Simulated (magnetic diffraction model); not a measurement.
**Solving a magnetic structure from powder neutron data: TmCo₉Si₂**

Space group I4_1/amd (no. 141, origin choice 1), a = 9.5610 Å, c = 6.1750 Å.

| site | atom | x | y | z |
| --- | --- | --- | --- | --- |
| 4b | Tm | 0 | 1/2 | 3/4 |
| 32i | Co | 0.7142 | 0.3773 | 0.6989 |
| 4a | Co | 0 | 0 | 0 |
| 8c | Si | 3/4 | 1/2 | 3/8 |

This is a made-up structure (elements placed in a structure type, unrelaxed), so the numbers test the method and describe no known phase.

Only Tm is taken to order (form factors of Tm3+); orders and moment sizes are assumed, and not adapted to the symmetry. Radiation: neutrons of λ = 2.52 Å, 3° to 70°; isotropic B of 0.12 Å² (Tm), 0.12 Å² (Co) and 0.23 Å² (Si). Simulated constant-wavelength pattern: nuclear and magnetic terms add, the magnetic one as |2.695 fm × Σ f S⊥ exp(2πi Q·r) exp(−B s²)|², summed over all Q at one angle with the factor 1/(sin²θ cos θ). For a modulated order the moment at position r is S exp(−2πi k·r) + c.c., with S = m/2 for a sine wave of amplitude m and S = m(u + iv)/2 for moments turning in a plane, u and v being orthogonal unit vectors in it; the phase factor of the sum at Q = H + k is then exp(2πi H·r). Free-ion form factors, Sears's scattering lengths of 1992, no absorption; a label names one of the reflections at its angle. The strongest nuclear line in the range is 100, and lines under 0.2 are left out.

Above the ordering temperature:

```
2θ (°)    index      I
 30.56  (2 0 0)    0.6
 42.01  (2 1 1)   36.0
 43.77  (2 2 0)    0.2
 52.84  (3 0 1)    1.7
 53.31  (1 1 2)   29.9
 58.13  (2 0 2)    3.9
 62.28  (3 2 1)  100.0
 63.62  (4 0 0)   45.7
```

Below it (cell unchanged):

```
2θ (°)      I
 22.00   88.0
 24.22   55.6
 30.56    0.6
 32.29   34.3
 39.37   31.9
 42.01   36.0
 43.10   10.7
 43.77    0.2
 45.06   27.6
 49.51   32.7
 50.65    8.8
 52.84    1.7
 53.31   29.9
 53.35    7.0
 53.75   22.7
 55.43    8.2
 58.13    3.9
 60.32   12.0
 62.28  100.0
 62.74   17.5
 63.11   14.8
 63.62   45.7
 64.62   11.5
 68.19    8.6
 69.13    9.0
```

**Question.** Find the propagation vector, then choose among these models:
A. moments turning in the plane of [010] and [001], 5.6 μB on Tm; signs + at (0, 1/2, 3/4), − at (0, 0, 1/2)
B. a sine wave with moments along [100] (amplitudes given), 5.6 μB on Tm; signs + at (0, 1/2, 3/4), − at (0, 0, 1/2)
C. moments turning in the plane of [001] and [100], 5.6 μB on Tm; signs + at (0, 1/2, 3/4), − at (0, 0, 1/2)
D. a sine wave with moments along [010] (amplitudes given), 5.6 μB on Tm; signs + at (0, 1/2, 3/4), − at (0, 0, 1/2)

The new lines index as (1 1 1/5) at 22.00°, (1 0 4/5) at 24.22°, (1 0 6/5) at 32.29° and (2 1 4/5) at 39.37°, that is as H ± k with k = (0 0 1/5). Satellites come in pairs about each point of the reciprocal lattice.

Magnetic intensity, observed (below minus above) and for each model:

| 2θ (°) | index | observed | A | B | C | D |
| --- | --- | --- | --- | --- | --- | --- |
| 22.00 | (1 1 1/5) | 88.0 | 248.7 | 88.0 | 248.7 | 88.0 |
| 24.22 | (1 0 4/5) | 55.6 | 83.0 | 55.6 | 83.0 | 55.6 |
| 39.37 | (2 1 4/5) | 31.9 | 71.4 | 31.9 | 71.4 | 31.9 |
| 45.06 | (2 1 6/5) | 27.6 | 50.8 | 27.6 | 50.8 | 27.6 |
| 49.51 | (3 1 1/5) | 32.7 | 96.8 | 32.7 | 96.8 | 32.7 |
| 60.32 | (3 2 4/5) | 12.0 | 31.5 | 12.0 | 31.5 | 12.0 |
| 68.19 | (3 3 1/5) | 8.6 | 25.6 | 8.6 | 25.6 | 8.6 |
| 69.13 | (4 1 4/5) | 9.0 | 24.3 | 9.0 | 24.3 | 9.0 |

Models B and D match alike on every line, so these data can't choose among them (such ties are often domains of one structure).

The structure used: k = (0 0 1/5), a sine wave with moments along [010] (amplitudes given), 5.6 μB on Tm; signs + at (0, 1/2, 3/4), − at (0, 0, 1/2).

[Logs are printed without paths, hosts, clocks, repeated set-up lines and the standing remarks that a program may print on its own settings, such as how far it seeks lower states.]
